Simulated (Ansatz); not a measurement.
# λ, α²F and ρ(T) of TaZnAu in the AlB2 type, part 2 of 2

Question: is the lattice of TaZnAu in the AlB2 type stable, and if so, what are its coupling constant and resistivity?

Ansatz 0.2.0; DFT PBE, scalar-relativistic, plane waves, PAW; PAW set soft_1.

So far, coupling constant λ: step 6 (coupling and resistivity: q 2×2×2, k 4×4×6, scattering 8×8×8) 0.453; step 7 (k-mesh 6×6×8, scattering mesh 8×8×12, q mesh 3×3×2) 0.913; step 8 (k-mesh 6×6×8, scattering mesh 12×12×20, q mesh 3×3×2) 1.03. Also resistivity at 300 K (μΩ cm): step 6 56.3; step 7 99.0; step 8 90.5. The relaxed cell has a = 4.458, c = 2.889 Å (conventional setting).

The structure was built from a prototype and need not be the compound's stable phase.

## Step 9: Coupling and resistivity: q 3×3×3, k 9×9×9, scattering 12×12×16

The next rung changes the q mesh, which sets the reach of the force constants and couplings; the k mesh of the density and its response; the scattering mesh, which samples the Fermi surface; the phonon self-energy between the q points, now taken in.

input.yaml

```yaml
crystal:
  lattice:
    - [4.4583861708, 0.0, 0.0]
    - [-2.2291930854, 3.8610756838, 0.0]
    - [0.0, 0.0, 2.8893041196]
  atoms:
    - { symbol: Ta, position: [0.0, 0.0, 0.0] }
    - { symbol: Zn, position: [0.3333333333, 0.6666666667, 0.5] }
    - { symbol: Au, position: [0.6666666667, 0.3333333333, 0.5] }
kpoints:
  mp_grid: { grid: [9, 9, 9] }
hamiltonian:
  xc: pbe
  pseudopotentials: { kind: paw, azcp: { folder: soft_1 } }
scf:
  occupations: { method: methfessel_paxton, width: 0.2 }
output:
  eigenvalues: true
phonons:
  method: dfpt
  qmesh: [3, 3, 3]
  temperatures: { t_max: 1000, t_step: 50 }
  qpath:
    path:
      - [[0.0, 0.0, 0.0], [0.5, 0.0, 0.0], [0.33333333, 0.33333333, 0.0], [0.0, 0.0, 0.0], [0.0, 0.0, 0.5], [0.5, 0.0, 0.5], [0.33333333, 0.33333333, 0.5], [0.0, 0.0, 0.5]]
      - [[0.5, 0.0, 0.5], [0.5, 0.0, 0.0]]
      - [[0.33333333, 0.33333333, 0.5], [0.33333333, 0.33333333, 0.0]]
    npoints: 10
  electrical_resistivity:
    mesh: [12, 12, 16]
    temperatures: [20.0, 50.0, 77.0, 100.0, 150.0, 200.0, 300.0, 400.0, 600.0, 800.0]
  superconductivity: { mesh: [12, 12, 16] }
```

Started as:

```bash
> ansatz run input.yaml --threads 4 --pin off --max-ram 12288MiB --backend cpu --events-out ev --progress --plain --runs-dir out
```

Elapsed: 11 min, on 4 threads of Intel Xeon Platinum 8488C (Sapphire Rapids), shared host; peak memory 7.2 GiB.

This step gave:

```yaml
zero_point_energy: 0.06737 eV/cell
highest_frequency_solved_or_plainly_interpolated: 226.7 cm⁻¹
debye_temperature_second_moment: 246 K
resistivity_at_300_k: 81.39 μΩ cm, mean of the axes
coupling_constant_lambda: 0.8395
density_of_states_at_the_fermi_level: 1.226 states/eV a spin and cell
log_mean_phonon_energy_omega_log: 10.69 meV
transport_coupling_constant_lambda_tr: 0.804, 0.804, 0.9208 (xx, yy, zz)
drude_plasma_energy: 2.79, 2.79, 7.447 eV (xx, yy, zz)
resistivity_times_mean_free_path: 25.77, 25.77, 4.268 × 10⁻¹⁶ Ω m² (xx, yy, zz)
second_moment_phonon_energy_omega: 11.84 meV
```

Solved on the 3×3×3 mesh alone; all other wavevectors are interpolated. The phonon branches at the labelled points (cm⁻¹):

```
    point  branch 1  branch 2  branch 3  branch 4  branch 5  branch 6  branch 7  branch 8  branch 9
        Γ         0         0         0        65       101       128       128       219       219
  halfway        37        46        64        80        91       112       119       214       223
        M        57        65        72        77        80       101       127       206       227
  halfway        60        62        67        78        80        92       136       207       226
        K        56        62        68        72        81        86       143       207       225
  halfway        42        48        64        88        90       105       119       213       224
        Γ         0         0         0        65       101       128       128       219       219
  halfway        48        48        65       106       121       126       126       214       214
        A        54        78        78       118       118       136       155       208       208
  halfway        71        77        94        99       112       138       144       208       213
        L        77        84        93       111       112       129       136       206       218
  halfway        78        89        93       113       116       127       136       204       220
        H        78        91        95       117       120       125       136       201       222
  halfway        75        77        97        98       112       137       141       206       215
        A        54        78        78       118       118       136       155       208       208
jump to L        77        84        93       111       112       129       136       206       218
  halfway        73        74        83       101       106       107       126       206       222
        M        57        65        72        77        80       101       127       206       227
jump to H        78        91        95       117       120       125       136       201       222
  halfway        75        81        82        90       101       114       136       204       223
        K        56        62        68        72        81        86       143       207       225
```

By its own test the run is not converged in the mesh. λ = 0.840 and 81.4 μΩ cm at 300 K, against 0.913 and 99.0 in the run with q 3×3×2, k 6×6×8, scattering 8×8×12 (-8.0 % and -17.8 %). The run's own test puts 31 % between its two finest meshes on the component of the resistivity at 300 K that moves most, more than that change. By the run's own test λ moves by 32 % between its two finest scattering meshes.

## Step 10: All levels side by side

Times are for 4 threads of Intel Xeon Platinum 8488C (Sapphire Rapids), shared host. The series side by side:

```
no.                                    run  resistivity at 300 K (μΩ cm, mean of the axes)  coupling constant λ  log mean phonon energy ħω_log (meV)     time  memory (GiB)
  1     q 2×2×2, k 4×4×6, scattering 8×8×8                                           56.31                0.453                                11.64     45 s          0.77
  2    q 3×3×2, k 6×6×8, scattering 8×8×12                                           99.03               0.9127                                 9.78  2.3 min          0.86
  3  q 3×3×2, k 6×6×8, scattering 12×12×20                                           90.45                1.029                                9.592  2.7 min           1.2
  4  q 3×3×3, k 9×9×9, scattering 12×12×16                                           81.39               0.8395                                10.69   11 min           7.2
```

The Eliashberg function α²F, α²F has structure finer than the step of the table below, so its rows give means over 1 meV, whole bins alone (the curve runs from 0.11 to 28.0 meV). Peaks (meV: height): q 2×2×2, k 4×4×6, scattering 8×8×8 9.3: 0.202, 11.8: 0.453, 16.4: 0.314, 18.1: 0.263; q 3×3×2, k 6×6×8, scattering 8×8×12 8.0: 2.61, 12.4: 0.659; q 3×3×2, k 6×6×8, scattering 12×12×20 8.0: 3.36, 11.5: 0.886; q 3×3×3, k 9×9×9, scattering 12×12×16 8.2: 0.717, 10.2: 0.571, 12.2: 0.620, 14.2: 0.523.

The runs together, line α²F. The Eliashberg function α²F, α²F by phonon energy; means over each step:

```
phonon energy (meV)  q 2×2×2, k 4×4×6, scattering 8×8×8  q 3×3×2, k 6×6×8, scattering 8×8×12  q 3×3×2, k 6×6×8, scattering 12×12×20  q 3×3×3, k 9×9×9, scattering 12×12×16
                  1                              1.8e-5                               4.4e-5                                 6.2e-5                                 6.5e-5
                  2                              2.8e-4                               4.8e-4                                 8.4e-4                                 9.9e-4
                  3                             0.00141                              0.00252                                0.00380                                0.00483
                  4                             0.00426                              0.00728                                0.00939                                 0.0127
                  5                              0.0195                               0.0190                                 0.0195                                 0.0255
                  6                              0.0527                               0.0397                                 0.0382                                 0.0506
                  7                              0.0837                                0.126                                  0.148                                  0.149
                  8                               0.110                                 1.31                                   1.65                                  0.480
                  9                               0.159                                0.534                                  0.584                                  0.444
                 10                               0.159                                0.293                                  0.311                                  0.500
                 11                               0.264                                0.434                                  0.448                                  0.505
                 12                               0.381                                0.548                                  0.588                                  0.536
                 13                               0.196                                0.366                                  0.355                                  0.396
                 14                               0.190                                0.203                                  0.202                                  0.416
                 15                               0.288                                0.308                                  0.298                                  0.380
                 16                               0.285                                0.199                                  0.204                                  0.289
                 17                               0.190                               0.0598                                 0.0717                                  0.280
                 18                               0.214                              0.00540                                0.00892                                 0.0335
                 19                              0.0541                                    0                                      0                                 9.3e-4
                 20                                   0                                    0                                      0                                      0
                 21                                   0                                    0                                      0                                      0
                 22                                   0                                    0                                      0                                      0
                 23                                   0                                    0                                      0                                      0
                 24                                   0                                    0                                      0                                      0
                 25                              0.0159                               0.0309                                 0.0352                                 0.0270
                 26                              0.0664                               0.0802                                 0.0819                                  0.102
                 27                              0.0456                               0.0556                                 0.0577                                 0.0555
```

## Step 11: Summary of results

```json
{"run": "PBE, q 3×3×3, k 9×9×9, scattering 12×12×16", "coupling constant λ": "0.840", "log mean phonon energy ħω_log": "10.7 meV", "states at the Fermi level": "1.23 states/eV/spin/cell", "resistivity at 300 K": "112, 112, 19.7 μΩ cm (xx, yy, zz)", "Drude plasma energy": "2.79, 2.79, 7.45 eV (xx, yy, zz)", "resistivity times mean free path": "25.8, 25.8, 4.27 × 10⁻¹⁶ Ω m² (xx, yy, zz)", "change between its two finest scattering meshes": "λ 32 %, resistivity at 300 K 31 %", "time of that run": "11 min"}
```

On the last rung that gave a resistivity at the base settings (q 3×3×3, k 9×9×9, scattering 12×12×16), TaZnAu in the AlB2 type has λ = 0.84 and a phonon-limited resistivity of 81.4 μΩ cm at 300 K. Across the runs of step 10 the resistivity at 300 K runs from 56.3 μΩ cm, mean of the axes (q 2×2×2, k 4×4×6, scattering 8×8×8) to 99.0 μΩ cm, mean of the axes (q 3×3×2, k 6×6×8, scattering 8×8×12), while the wall time spans a factor of 15. The coupling is strong (λ = 0.84), so phonons raise the electrons' mass at the Fermi surface by about 84 %, if this value holds on finer meshes. At 800 K the mean free path from ρℓ/ρ falls to about 0.80 nm in the direction where it is shortest, a few atomic spacings, where real metals begin to saturate below the Boltzmann values. By the run's own test λ moves by 32 % between the two scattering meshes. Values of ρ(T) under 50 K rest on the softest modes, mostly interpolated ones, and are the least sure of the table. The high-temperature form ρ = 2π k_B T λ_tr/(ħ ε₀ ω_p²) gives 125 μΩ cm along x at 300 K, against 112 from the Boltzmann equation; with λ this far from converged in the mesh, the gap between them says little. Conduction is anisotropic: the resistivity differs by a factor of 5.7 between the axes. By their share in the modes' patterns, Ta atoms take 38 % of λ. The three lowest branches give 59 % of λ. By the run's own test, which takes the component that moves most, the resistivity at 300 K moves by 31 % between its two finest scattering meshes, so it is not converged. In the run quoted no mode is imaginary at the wavevectors of the 3×3×3 mesh; wavevectors off that mesh are interpolated. Only scattering by harmonic phonons counts; impurities, grain boundaries and thermal expansion are left out. Spin–orbit coupling, left out here, matters for Au and Ta. The phonon runs are not spin-polarised. The structure was built by hand as an ordered model, and its stability against other phases was not tested.

[Logs are printed without paths, hosts, clocks, repeated set-up lines and the standing remarks that a program may print on its own settings, such as how far it seeks lower states.]

[Hosts, paths, dates, database ids (printed as entryN), source tags and the programs' standing remarks are cut or masked in the printed files.]
